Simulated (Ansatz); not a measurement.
**LiTi2 (built on the sites of a database entry of Zr2Cu): relaxing the cell for a phonon run**

Wanted: the relaxed cell of LiTi2 (built on the sites of a database entry of Zr2Cu).

Method: DFT PBEsol, scalar-relativistic, plane waves, PAW, in Ansatz 0.2.0.

Most raw output is cut from this account.

The structure was built from a prototype and need not be the compound's stable phase.

### 1. The structure

The structure is tetragonal, space group I4/mmm (No. 139). The conventional cell has a = 3.025 Å, b = 3.025 Å, c = 10.503 Å, α = 90.00°, β = 90.00°, γ = 90.00°. Ti has 4 Li at 2.72 Å and 8 Ti at 2.85 to 3.02 Å nearest. Nearest to Li lie 8 Ti at 2.72 Å and 4 Li at 3.02 Å. Farther neighbours are not listed.

Coordinates:

```cif
data_structure
_symmetry_space_group_name_H-M 'P 1'
_symmetry_Int_Tables_number 1
_cell_length_a 5.6703
_cell_length_b 5.6703
_cell_length_c 5.6703
_cell_angle_alpha 149.064
_cell_angle_beta 149.064
_cell_angle_gamma 44.317
_cell_volume 48.04
loop_
_atom_site_label
_atom_site_type_symbol
_atom_site_fract_x
_atom_site_fract_y
_atom_site_fract_z
_atom_site_occupancy
Ti1 Ti 0.34000 0.34000 0.00000 1
Ti2 Ti 0.66000 0.66000 0.00000 1
Li3 Li 0.00000 0.00000 0.00000 1
```

### 2. Probe on a coarse mesh

A quick single point on a coarse mesh tells whether the cell has a gap and how far it is from rest, which sets the k mesh and smearing that follow.

Input file input.yaml:

```yaml
crystal:
  lattice:
    - [-1.51227, 1.51227, 5.25153]
    - [1.51227, -1.51227, 5.25153]
    - [1.51227, 1.51227, -5.25153]
  atoms:
    - { symbol: Ti, position: [0.34, 0.34, 0.0] }
    - { symbol: Ti, position: [0.66, 0.66, 0.0] }
    - { symbol: Li, position: [0.0, 0.0, 0.0] }
kpoints:
  mp_grid: { grid: [8, 8, 8] }
hamiltonian:
  xc: pbesol
scf:
  occupations: { method: gaussian, width: 0.1 }
output:
  forces: true
  stress: true
  eigenvalues: true
```

On the command line:

```sh
$ ansatz run input.yaml --threads 8 --pin off --max-ram 14336MiB --backend cpu --events-out ev --progress --plain --runs-dir out
```

The job ended after 0.94 s (8 threads of Arm Neoverse V2, shared host; peak memory 0.4 GiB).

This step gave:

```yaml
pressure: -1.869 GPa
volume_per_atom: 16.01 Å³
gap_on_the_k_mesh: 0 eV
```

The coarse mesh shows no gap and a pressure of -1.9 GPa.

### 3. Rough relaxation

The start is far from rest, so a relaxation with loose tolerances brings it close first.

Changes to input.yaml since step 2:

```diff
@@ -10,3 +10,3 @@
 kpoints:
-  mp_grid: { grid: [8, 8, 8] }
+  mp_grid: { grid: [10, 10, 10] }
 hamiltonian:
@@ -19 +19,6 @@
   eigenvalues: true
+relax:
+  adjacent_minimum: "off"
+  f_tol: 0.05
+  max_steps: 80
+  cell: { stress_tol: 0.5 }
```

It took 10 s on 8 threads; peak memory 0.46 GiB; 71 s of CPU time.

Relaxation path:

```
step  energy less that of the first step (eV)  largest force component (eV/Å)  pressure (GPa)  volume (Å³)
   1                                   0.0000                          1.0331           -1.92        48.04
   2                                   0.0039                          1.4427            6.96        47.18
   3                                  -0.1365                          0.3509           -0.45        48.63
   4                                  -0.1811                          0.0941            1.05        48.82
   5                                  -0.2252                          0.0921            0.57        49.63
   6                                  -0.2733                          0.0309            0.80        49.85
   7                                  -0.2938                          0.0314           -0.19        50.81
  8*                                  -0.3158                          0.0329            0.56        50.81
   9                                  -0.3444                          0.1173            0.41        51.24
  10                                  -0.3823                          0.0682            1.38        51.55
  11                                  -0.3981                          0.0035            0.12        52.75
 12*                                  -0.4017                          0.0037            0.28        52.75
  13                                  -0.4025                          0.0085           -0.15        53.33
 14*                                  -0.4026                          0.0084           -0.15        53.33
```

Relaxation steps marked * repeat the geometry before them on a plane-wave basis chosen anew for their cell, so energy and pressure can jump there. Relaxation step 2 was tried and not accepted.

The run keeps the 16 symmetry operations that it works with, so distortions that break them were not tested.

```csv
cell as run,before,after,change
a (Å),5.670,7.292,+28.6 %
b (Å),5.670,7.292,+28.6 %
c (Å),5.670,7.292,+28.6 %
α (°),149.06,158.22,+6.1 %
β (°),149.06,158.22,+6.1 %
γ (°),44.32,30.99,-30.1 %
volume (Å³/atom),16.01,17.78,+11.0 %
```

The atoms that moved most (Å, as changes of fractional coordinates times the final cell):

```
atom     dx     dy      dz  length
 Ti1  0.000  0.000  -0.314   0.314
 Ti2  0.000  0.000   0.314   0.314
```

The relaxed structure:

```
Ti Li
1.0
    -1.37739    1.37739    7.02696
     1.37739   -1.37739    7.02696
     1.37739    1.37739   -7.02696
Ti Li
2 1
Cartesian
  0.0000 0.0000 4.4642
  0.0000 0.0000 9.5897
  0.0000 0.0000 0.0000
```

This step gave:

```
pressure        : -0.1484 GPa
volume per atom : 17.78 Å³
```

In this step the volume went from 16.01 to 17.78 Å³/atom.

### 4. Bringing the structure to rest

Harmonic phonons are second derivatives at a point where the forces vanish, and they are wanted at zero stress, so atoms and cell are relaxed first.

Input file input.yaml:

```yaml
crystal:
  lattice:
    - [-1.3773941512, 1.3773941512, 7.0269550743]
    - [1.3773941512, -1.3773941512, 7.0269550743]
    - [1.3773941512, 1.3773941512, -7.0269550743]
  atoms:
    - { symbol: Ti, position: [0.3176490668, 0.3176490668, 0.0] }
    - { symbol: Ti, position: [0.6823509332, 0.6823509332, 0.0] }
    - { symbol: Li, position: [0.0, 0.0, 0.0] }
kpoints:
  mp_grid: { grid: [22, 22, 22] }
hamiltonian:
  xc: pbesol
scf:
  occupations: { method: gaussian, width: 0.1 }
output:
  forces: true
  stress: true
  eigenvalues: true
  write_density: true
  write_potential: true
  elf: true
  volumetric_format: npy
relax:
  adjacent_minimum: "off"
  f_tol: 0.005
  max_steps: 80
  cell: { stress_tol: 0.05 }
```

Run time: 26 s. Hardware: 8 threads; peak memory 1 GiB.

Step by step:

```csv
step,energy less that of the first step (eV),largest force component (eV/Å),pressure (GPa),volume (Å³)
1,0.0000,0.0145,-0.13,53.33
2,0.0000,0.0078,0.06,53.20
3,-0.0001,0.0010,0.01,53.22
4*,-0.0001,0.0010,0.01,53.22
```

Relaxation steps marked * repeat the geometry before them on a plane-wave basis chosen anew for their cell, so energy and pressure can jump there.

The run keeps the 16 symmetry operations that it works with, so distortions that break them were not tested.

| conventional cell, symmetrised | before | after | change |
| --- | --- | --- | --- |
| a (Å) | 2.755 | 2.754 | -0.0 % |
| b (Å) | 2.755 | 2.754 | -0.0 % |
| c (Å) | 14.054 | 14.032 | -0.2 % |
| volume (Å³/atom) | 17.78 | 17.74 | -0.2 % |

Final coordinates:

```xyz
3
Lattice="-1.3771 1.3771 7.0161 1.3771 -1.3771 7.0161 1.3771 1.3771 -7.0161" Properties=species:S:1:pos:R:3 pbc="T T T"
Ti    0.0000    0.0000    4.4577
Ti    0.0000    0.0000    9.5746
Li    0.0000    0.0000    0.0000
```

Numbers from this step:

```yaml
pressure: 0.005093 GPa
volume_per_atom: 17.74 Å³
```

Valence density in the ab plane of the cell as run, not the conventional one, at fractional z = 0.000, with atoms of Ti and Li within 0.2 Å of it. It is the smooth field of the valence electrons, not physical close to the nuclei.

Ten even steps from '_' (0.05 × 1e0 e/Å³) to '@' (9.82 × 1e0 e/Å³), each cell a mean:
```
**==__________________________________..
..--..__________________________________
____________________::..________________
____________________::++--..____________
____________________..++%%++..__________
______________________::##@@**..________
________________________--%%@@++..______
__________________________--##%%--______
____________________________::++++..____
____....______________________..::::____
____..--==..____________________________
______::****::__________________________
______..++@@%%--________________________
________..**@@%%::______________________
__________..**@@**..____________________
____________..++**==____________________
______________..::--..__________________
__________________....______________..__
..__________________________________--==
**..________________________________..**
```
Columns run along a (7.3 Å), rows up along b (7.3 Å). Atoms in or near the plane, at fractional coordinates: Ti at (0.32, 0.32), Ti at (0.68, 0.68), Li at (0.00, 0.00).

Electrostatic potential energy in the ab plane of the cell as run, not the conventional one, at fractional z = 0.000, with atoms of Ti and Li within 0.2 Å of it. With pseudopotentials it is smooth inside the atoms' cores, unlike the true potential.

Values in eV, 11 rows by 16 columns, each cell a mean:
```
-20 -18   0  10  11   9   4  -1   1   6   9  11  12  12  10  -2
  6  -4  -6   5  10  10   6  -8 -21 -16  -2   9  12  12  12  11
 11  10   8   7   9  10  10   4 -16 -28 -27 -15   4  11  12  12
  9   9  10  10  10  11  11  11   5 -13 -27 -29 -22  -2   9  10
  5  -1   0   6  10  11  12  12  11   8  -4 -21 -28 -22  -3   7
  6  -6 -19 -18  -5   7  11  12  12  12  10   5  -7 -16 -12   2
  8   6 -11 -27 -28 -18   0  10  12  12  11  11  10   6   3   4
 10  10   8  -8 -26 -29 -25  -6   8  11  11  10  10  10  10  10
 12  12  12  10  -1 -19 -28 -25  -6   8  10   9   7   5   8  11
  8  12  12  12  11   7  -4 -15 -14   0   9  11   8  -2 -11  -3
-17   3  11  12  11   9   8   6   3   3   7  10  11   8  -7 -24
```
Columns run along a (7.3 Å; values clipped at the 3rd and 97th percentile), rows up along b (7.3 Å). Atoms in or near the plane, at fractional coordinates: Ti at (0.32, 0.32), Ti at (0.68, 0.68), Li at (0.00, 0.00).

ELF in the ab plane of the cell as run, not the conventional one, at fractional z = 0.000, with atoms of Ti and Li within 0.2 Å of it. It is the smooth field of the valence electrons, not physical close to the nuclei.

Ten even steps from '_' (0.02) to '@' (0.95), each cell a mean:
```
@@@@::..++++--........::----==****++..==
==%%**__::++--....::::..::==++**####++..
..::==..__--==::..--++==::::++**######++
++..______..==--..::**++++--::++######**
**++::______::==::..==++--++--::++******
======--::..::====....++--..==--::++++==
::::::====------==--..::++::..++--::==--
........--==========--..::++----++::::--
....::....::--========--..::++++++==..::
....--==--....--========--....==++++::..
::..--++**==....--========--....::--::..
::::::++++==++::..--==========::........
::--::--++::--++::..--====--====--::....
--====::--==..--++....====--::::====--::
++++**++::====::++==..::==--..__..--++++
****####++::--++++**--..--==::______::++
++########++::--++++==....==--____......
..++######**==::::----::..::==::__==**::
==..++##**++==--::........::==++..::%%@@
@@==..++**++--::::::......::==**++..==@@
```
Columns run along a (7.3 Å), rows up along b (7.3 Å). Atoms in or near the plane, at fractional coordinates: Ti at (0.32, 0.32), Ti at (0.68, 0.68), Li at (0.00, 0.00).

In this step the volume went from 17.78 to 17.74 Å³/atom.

### 5. Relaxing to small forces for the phonons

Phonons need a cell at rest on their own settings, so the relaxation is repeated with tight tolerances on forces and stress on the k mesh and occupations of the first response run.

Input file input.yaml:

```yaml
crystal:
  lattice:
    - [-1.3770635626, 1.3770635626, 7.0161467988]
    - [1.3770635626, -1.3770635626, 7.0161467988]
    - [1.3770635626, 1.3770635626, -7.0161467988]
  atoms:
    - { symbol: Ti, position: [0.3176748828, 0.3176748828, 0.0] }
    - { symbol: Ti, position: [0.6823251172, 0.6823251172, 0.0] }
    - { symbol: Li, position: [0.0, 0.0, 0.0] }
kpoints:
  mp_grid: { grid: [24, 24, 24] }
hamiltonian:
  xc: pbesol
scf:
  occupations: { method: methfessel_paxton, width: 0.2 }
output:
  forces: true
  stress: true
  eigenvalues: true
relax:
  adjacent_minimum: "off"
  f_tol: 0.001
  max_steps: 60
  cell: { stress_tol: 0.01 }
```

It took 25 s on 8 threads; peak memory 1.2 GiB.

Little changed from the start: no atom moved by 0.005 Å and no cell edge by 0.1 %.

This step gave:

```yaml
pressure: -0.001130 GPa
volume_per_atom: 17.75 Å³
```

The largest force component left is 0.42 meV/Å and the pressure is -0.001 GPa, within the tolerances set. The cell now holds 17.75 Å³/atom.

### 6. Outcome

```
space group after relaxation (within 0.01 Å) : I4/mmm
lattice constant a                           : 2.754 Å
lattice constant b                           : 2.754 Å
lattice constant c                           : 14.041 Å
volume per atom                              : 17.7 Å³
```

What this shows: The largest force component left is 0.42 meV/Å and the pressure is -0.001 GPa, within the tolerances set. The cell now holds 17.75 Å³/atom. The relaxation keeps the symmetry of its start, so it says nothing on stability against lower symmetry. The runs are without spin polarisation, although the cell has an odd electron count. The starting cell was built on a prototype and not taken from a measurement, so the phase need not exist.

[Logs are printed without paths, hosts, clocks, repeated set-up lines and the standing remarks that a program may print on its own settings, such as how far it seeks lower states.]

[Hosts, paths, dates, database ids (printed as entryN), source tags and the programs' standing remarks are cut or masked in the printed files.]
